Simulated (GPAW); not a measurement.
# Work function of 1T-PbBrI monolayer at several levels, part 2 of 3

How far do functional and basis move the work function of 1T-PbBrI monolayer? Where a layer proves gapped, the work function hangs on where the smearing puts the Fermi level, and the band edges take its place.

GPAW 26.7.0; GPAW, PAW setups; layer in a repeated cell with vacuum, relaxation of atoms and in-plane cell (the session's first sound run).

So far, upper work function (eV): step 3 (the slab's potential) 5.16.

## 4. Self-consistent run: xc = "vdW-DF2"

Level of this step: GPAW, PAW setups; slab in vacuum (GPAW).

The same geometry under vdW-DF2, to see how far the functional moves the levels against the vacuum (the van der Waals functionals take revPBE setups).

Contents of run.py:

```python
import json
import numpy as np
from ase import Atoms
from gpaw import GPAW, PW

slab = Atoms(
    ['I', 'Pb', 'Br'],
    positions=[
        [2.28556, 1.31957, 7.00000],
        [-0.00000, 0.00000, 8.92237],
        [-0.00000, 2.63914, 10.51957]],
    cell=[[4.57112, -0.0, 0.0], [-2.28556, 3.95871, 0.0], [0.0, 0.0, 17.5196]],
    pbc=[True, True, False])

slab.calc = GPAW(mode=PW(400), xc='vdW-DF2', kpts={'size': (9, 9, 1), 'gamma': True},
                 occupations={'name': 'fermi-dirac', 'width': 0.05}, nbands='200%',
                 convergence={'density': 1e-05}, maxiter=200,
                 poissonsolver={'dipolelayer': 'xy'},
                 symmetry={'tolerance': 1e-3}, txt='slab.txt')
result = {}
energy = slab.get_potential_energy()
fermi = slab.calc.get_fermi_level()
v = slab.calc.get_electrostatic_potential().mean((0, 1)) - fermi
n = slab.calc.get_pseudo_density().mean((0, 1))
L = slab.cell[2, 2]
z = np.arange(len(v)) * L / len(v)
low, high = slab.positions[:, 2].min(), slab.positions[:, 2].max()
below, above = np.interp([low - 4.8, high + 4.8], z, v)
slopes = [np.interp(x, z, np.gradient(v, z)) for x in (low - 4.8, high + 4.8)]
eps = np.array([[slab.calc.get_eigenvalues(k, s) for k in range(len(slab.calc.get_ibz_k_points()))]
                for s in range(slab.calc.get_number_of_spins())]) - fermi
top, bottom = eps[eps < 0].max(), eps[eps > 0].min()
dipole = slab.get_dipole_moment()[2]
print(f'energy {energy:.4f} eV, Fermi level {fermi:.4f} eV, dipole {dipole:.5f} e A')
print(f'potential 4.8 A off the faces, from the Fermi level: lower {below:.4f} eV, upper {above:.4f} eV')
print(f'slope of the potential there: lower {slopes[0]:.5f}, upper {slopes[1]:.5f} eV/A')
print(f'nearest levels on the mesh: {top:.4f} and {bottom:.4f} eV')
print('magnetic moment', round(slab.get_magnetic_moment(), 3))
result.update(energy=energy, fermi=fermi, dipole=dipole, below=below, above=above, slopes=slopes, edges=[top, bottom],
              z=z.tolist(), v=v.tolist(), n=n.tolist(), positions=slab.positions.tolist(),
              forces=slab.get_forces(apply_constraint=False).tolist(), moments=slab.get_magnetic_moments().tolist())
json.dump(result, open('result.json', 'w'))
```

Started as:

```
OMP_NUM_THREADS=1 OPENBLAS_NUM_THREADS=1 python run.py
```

Log:

```text
energy -350.4024 eV, Fermi level -2.1593 eV, dipole -0.02171 e A
potential 4.8 A off the faces, from the Fermi level: lower 5.3110 eV, upper 5.5296 eV
slope of the potential there: lower -0.00027, upper 0.00018 eV/A
nearest levels on the mesh: -1.6482 and 0.9504 eV
magnetic moment 0.0
```

The job ended after 54 s (1 thread of Arm Neoverse V1, shared host; peak memory 0.48 GiB).

Numbers from this step:

```yaml
dipole_along_the_normal: -0.02171 e·Å
levels_nearest_the_fermi_level_on_the_mesh: -1.648, 0.9504 eV from the Fermi level
upper_work_function: 5.530 eV
lower_work_function: 5.311 eV
upper_ionisation_energy: 7.178 eV
```

The electrostatic potential energy of an electron (without an applied field's), less the Fermi level, planar mean by z:

```
z (Å)  electrostatic potential energy of an electron (without an applied field's), less the Fermi level, planar mean (eV)
  0.0                                                                                                                5.42
  0.5                                                                                                                5.31
  1.0                                                                                                                5.31
  1.5                                                                                                                5.31
  2.0                                                                                                                5.31
  2.5                                                                                                                5.31
  3.0                                                                                                                5.31
  3.5                                                                                                                5.31
  4.0                                                                                                                5.30
  4.5                                                                                                                5.28
  5.0                                                                                                                5.17
  5.5                                                                                                                4.71
  6.0                                                                                                                2.87
  6.5                                                                                                               -3.47
  7.0                                                                                                               -11.2
  7.5                                                                                                               -4.87
  8.0                                                                                                               -1.27
  8.5                                                                                                               -6.68
  9.0                                                                                                               -11.5
  9.5                                                                                                               -4.38
 10.0                                                                                                               -3.12
 10.5                                                                                                               -7.41
 11.0                                                                                                              -0.976
 11.5                                                                                                                3.94
 12.0                                                                                                                5.18
 12.5                                                                                                                5.45
 13.0                                                                                                                5.51
 13.5                                                                                                                5.53
 14.0                                                                                                                5.53
 14.5                                                                                                                5.53
 15.0                                                                                                                5.53
 15.5                                                                                                                5.53
 16.0                                                                                                                5.53
 16.5                                                                                                                5.53
 17.0                                                                                                                5.53
```

The pseudo valence density, planar mean by z:

z (Å), pseudo valence density, planar mean (e/Å³) and a bar from the least value:
```
     0.00      0.000 
     0.43      0.000 
     0.87      0.000 
     1.30      0.000 
     1.95      0.000 
     2.38      0.000 
     2.81      0.000 
     3.24      0.000 
     3.68      0.000 
     4.11      0.001 
     4.76      0.003 
     5.19      0.011 
     5.62      0.037 ##
     6.06      0.112 #####
     6.49      0.214 #########
     6.92      0.112 #####
     7.57      0.241 ##########
     8.00      0.205 #########
     8.44      0.335 ##############
     8.87      0.704 ##############################
     9.30      0.437 ###################
     9.73      0.267 ###########
    10.38      0.234 ##########
    10.81      0.229 ##########
    11.25      0.145 ######
    11.68      0.046 ##
    12.11      0.012 #
    12.54      0.003 
    13.19      0.000 
    13.63      0.000 
    14.06      0.000 
    14.49      0.000 
    14.92      0.000 
    15.36      0.000 
    16.01      0.000 
    16.44      0.000 
    16.87      0.000 
    17.30      0.000
```

Force by atom:

```
atom  x (eV/Å)  y (eV/Å)  z (eV/Å)   size
  I1     0.000     0.000    -0.465  0.465
 Pb2     0.000     0.000     0.092  0.092
 Br3     0.000     0.000     0.407  0.407
```

The highest filled level lies 1.65 eV under the Fermi level, so the ionisation energy from the upper face is 5.530 + 1.65 = 7.178 eV, against 6.868 eV in the base run.

## 5. Self-consistent run: xc = "RPBE"

The same geometry under RPBE, to see how far the functional moves the levels against the vacuum.

run.py, as its differences from that of step 4:

```diff
@@ -14,3 +14,3 @@
 
-slab.calc = GPAW(mode=PW(400), xc='vdW-DF2', kpts={'size': (9, 9, 1), 'gamma': True},
+slab.calc = GPAW(mode=PW(400), xc='RPBE', kpts={'size': (9, 9, 1), 'gamma': True},
                  occupations={'name': 'fermi-dirac', 'width': 0.05}, nbands='200%',
```

Log:

```text
energy -8.5481 eV, Fermi level -1.7233 eV, dipole -0.02129 e A
potential 4.8 A off the faces, from the Fermi level: lower 4.7836 eV, upper 4.9981 eV
slope of the potential there: lower -0.00008, upper 0.00010 eV/A
nearest levels on the mesh: -1.7935 and 1.0245 eV
magnetic moment 0.0
```

Elapsed: 43 s, on 1 thread; peak memory 0.24 GiB.

This step gave:

| Property | Result |
| --- | --- |
| dipole along the normal | -0.02129 e·Å |
| levels nearest the Fermi level on the mesh | -1.793, 1.025 eV from the Fermi level |
| upper work function | 4.998 eV |
| lower work function | 4.784 eV |
| upper ionisation energy | 6.792 eV |

Electrostatic potential energy of an electron (without an applied field's), less the Fermi level, planar mean against z:

| z (Å) | electrostatic potential energy of an electron (without an applied field's), less the Fermi level, planar mean (eV) |
| --- | --- |
| 0.0 | 4.89 |
| 0.5 | 4.78 |
| 1.0 | 4.78 |
| 1.5 | 4.78 |
| 2.0 | 4.78 |
| 2.5 | 4.78 |
| 3.0 | 4.78 |
| 3.5 | 4.78 |
| 4.0 | 4.78 |
| 4.5 | 4.76 |
| 5.0 | 4.66 |
| 5.5 | 4.25 |
| 6.0 | 2.48 |
| 6.5 | -3.78 |
| 7.0 | -11.4 |
| 7.5 | -5.07 |
| 8.0 | -1.43 |
| 8.5 | -6.83 |
| 9.0 | -11.6 |
| 9.5 | -4.57 |
| 10.0 | -3.37 |
| 10.5 | -7.74 |
| 11.0 | -1.36 |
| 11.5 | 3.51 |
| 12.0 | 4.69 |
| 12.5 | 4.93 |
| 13.0 | 4.98 |
| 13.5 | 4.99 |
| 14.0 | 5.00 |
| 14.5 | 5.00 |
| 15.0 | 5.00 |
| 15.5 | 5.00 |
| 16.0 | 5.00 |
| 16.5 | 5.00 |
| 17.0 | 5.00 |

The highest filled level lies 1.79 eV under the Fermi level, so the ionisation energy from the upper face is 4.998 + 1.79 = 6.792 eV, against 6.868 eV in the base run.

## 6. Self-consistent run: xc = "revPBE"

The same geometry under revPBE, to see how far the functional moves the levels against the vacuum.

run.py, as its differences from that of step 5:

```diff
@@ -14,3 +14,3 @@
 
-slab.calc = GPAW(mode=PW(400), xc='RPBE', kpts={'size': (9, 9, 1), 'gamma': True},
+slab.calc = GPAW(mode=PW(400), xc='revPBE', kpts={'size': (9, 9, 1), 'gamma': True},
                  occupations={'name': 'fermi-dirac', 'width': 0.05}, nbands='200%',
```

Log:

```text
energy -8.5976 eV, Fermi level -1.7404 eV, dipole -0.02138 e A
potential 4.8 A off the faces, from the Fermi level: lower 4.7882 eV, upper 5.0035 eV
slope of the potential there: lower -0.00008, upper 0.00010 eV/A
nearest levels on the mesh: -1.7823 and 1.0126 eV
magnetic moment 0.0
```

It took 42 s on 1 thread; peak memory 0.25 GiB.

Numbers from this step:

```yaml
dipole_along_the_normal: -0.02138 e·Å
levels_nearest_the_fermi_level_on_the_mesh: -1.782, 1.013 eV from the Fermi level
upper_work_function: 5.004 eV
lower_work_function: 4.788 eV
upper_ionisation_energy: 6.786 eV
```

The electrostatic potential energy of an electron (without an applied field's), less the Fermi level, planar mean by z:

z (Å), electrostatic potential energy of an electron (without an applied field's), less the Fermi level, planar mean (eV) and a bar from the least value:
```
      0.0        4.9 ##############################
      0.5        4.8 ##############################
      1.0        4.8 ##############################
      1.5        4.8 ##############################
      2.0        4.8 ##############################
      2.5        4.8 ##############################
      3.0        4.8 ##############################
      3.5        4.8 ##############################
      4.0        4.8 ##############################
      4.5        4.8 ##############################
      5.0        4.7 #############################
      5.5        4.3 #############################
      6.0        2.5 #########################
      6.5       -3.8 ##############
      7.0      -11.4 
      7.5       -5.0 ############
      8.0       -1.4 ##################
      8.5       -6.8 #########
      9.0      -11.6 
      9.5       -4.5 #############
     10.0       -3.3 ###############
     10.5       -7.7 #######
     11.0       -1.3 ###################
     11.5        3.5 ###########################
     12.0        4.7 #############################
     12.5        4.9 ##############################
     13.0        5.0 ##############################
     13.5        5.0 ##############################
     14.0        5.0 ##############################
     14.5        5.0 ##############################
     15.0        5.0 ##############################
     15.5        5.0 ##############################
     16.0        5.0 ##############################
     16.5        5.0 ##############################
     17.0        5.0 ##############################
```

The highest filled level lies 1.78 eV under the Fermi level, so the ionisation energy from the upper face is 5.004 + 1.78 = 6.786 eV, against 6.868 eV in the base run.

## 7. OptPBE vdW: xc = "optPBE-vdW"

The same geometry under optPBE-vdW, to see how far the functional moves the levels against the vacuum (the van der Waals functionals take revPBE setups).

run.py, as its differences from that of step 6:

```diff
@@ -14,3 +14,3 @@
 
-slab.calc = GPAW(mode=PW(400), xc='revPBE', kpts={'size': (9, 9, 1), 'gamma': True},
+slab.calc = GPAW(mode=PW(400), xc='optPBE-vdW', kpts={'size': (9, 9, 1), 'gamma': True},
                  occupations={'name': 'fermi-dirac', 'width': 0.05}, nbands='200%',
```

Log:

```text
energy -51.6296 eV, Fermi level -1.9742 eV, dipole -0.02148 e A
potential 4.8 A off the faces, from the Fermi level: lower 5.0740 eV, upper 5.2904 eV
slope of the potential there: lower -0.00011, upper 0.00011 eV/A
nearest levels on the mesh: -1.7667 and 0.9535 eV
magnetic moment 0.0
```

It took 55 s on 1 thread; peak memory 0.48 GiB.

This step gave:

```yaml
dipole_along_the_normal: -0.02148 e·Å
levels_nearest_the_fermi_level_on_the_mesh: -1.767, 0.9535 eV from the Fermi level
upper_work_function: 5.290 eV
lower_work_function: 5.074 eV
upper_ionisation_energy: 7.057 eV
```

The highest filled level lies 1.77 eV under the Fermi level, so the ionisation energy from the upper face is 5.290 + 1.77 = 7.057 eV, against 6.868 eV in the base run.

## 8. Self-consistent run: xc = "LDA"

The same geometry under LDA, to see how far the functional moves the levels against the vacuum.

run.py, as its differences from that of step 7:

```diff
@@ -14,3 +14,3 @@
 
-slab.calc = GPAW(mode=PW(400), xc='optPBE-vdW', kpts={'size': (9, 9, 1), 'gamma': True},
+slab.calc = GPAW(mode=PW(400), xc='LDA', kpts={'size': (9, 9, 1), 'gamma': True},
                  occupations={'name': 'fermi-dirac', 'width': 0.05}, nbands='200%',
```

Log:

```text
energy -10.4567 eV, Fermi level -2.3093 eV, dipole -0.02407 e A
potential 4.8 A off the faces, from the Fermi level: lower 5.3139 eV, upper 5.5562 eV
slope of the potential there: lower -0.00006, upper 0.00009 eV/A
nearest levels on the mesh: -1.5456 and 0.9658 eV
magnetic moment 0.0
```

Run time: 39 s. Hardware: 1 thread; peak memory 0.23 GiB.

This step gave:

```yaml
dipole_along_the_normal: -0.02407 e·Å
levels_nearest_the_fermi_level_on_the_mesh: -1.546, 0.9658 eV from the Fermi level
upper_work_function: 5.556 eV
lower_work_function: 5.314 eV
upper_ionisation_energy: 7.102 eV
```

Table of electrostatic potential energy of an electron (without an applied field's), less the Fermi level, planar mean by z:

z (Å), electrostatic potential energy of an electron (without an applied field's), less the Fermi level, planar mean (eV) and a bar from the least value:
```
      0.0        5.4 ##############################
      0.5        5.3 ##############################
      1.0        5.3 ##############################
      1.5        5.3 ##############################
      2.0        5.3 ##############################
      2.5        5.3 ##############################
      3.0        5.3 ##############################
      3.5        5.3 ##############################
      4.0        5.3 ##############################
      4.5        5.3 ##############################
      5.0        5.2 #############################
      5.5        4.8 #############################
      6.0        3.0 #########################
      6.5       -3.2 ##############
      7.0      -10.8 
      7.5       -4.4 ############
      8.0       -0.7 ###################
      8.5       -6.1 #########
      9.0      -10.9 
      9.5       -3.8 #############
     10.0       -2.7 ###############
     10.5       -7.1 #######
     11.0       -0.7 ###################
     11.5        4.1 ###########################
     12.0        5.3 #############################
     12.5        5.5 ##############################
     13.0        5.5 ##############################
     13.5        5.6 ##############################
     14.0        5.6 ##############################
     14.5        5.6 ##############################
     15.0        5.6 ##############################
     15.5        5.6 ##############################
     16.0        5.6 ##############################
     16.5        5.6 ##############################
     17.0        5.6 ##############################
```

The highest filled level lies 1.55 eV under the Fermi level, so the ionisation energy from the upper face is 5.556 + 1.55 = 7.102 eV, against 6.868 eV in the base run.

(Part 2 of 3 ends here.)

[Logs are printed without paths, hosts, clocks, repeated set-up lines and the standing remarks that a program may print on its own settings, such as how far it seeks lower states.]

[Hosts, paths, dates, database ids (printed as entryN), source tags and the programs' standing remarks are cut or masked in the printed files.]
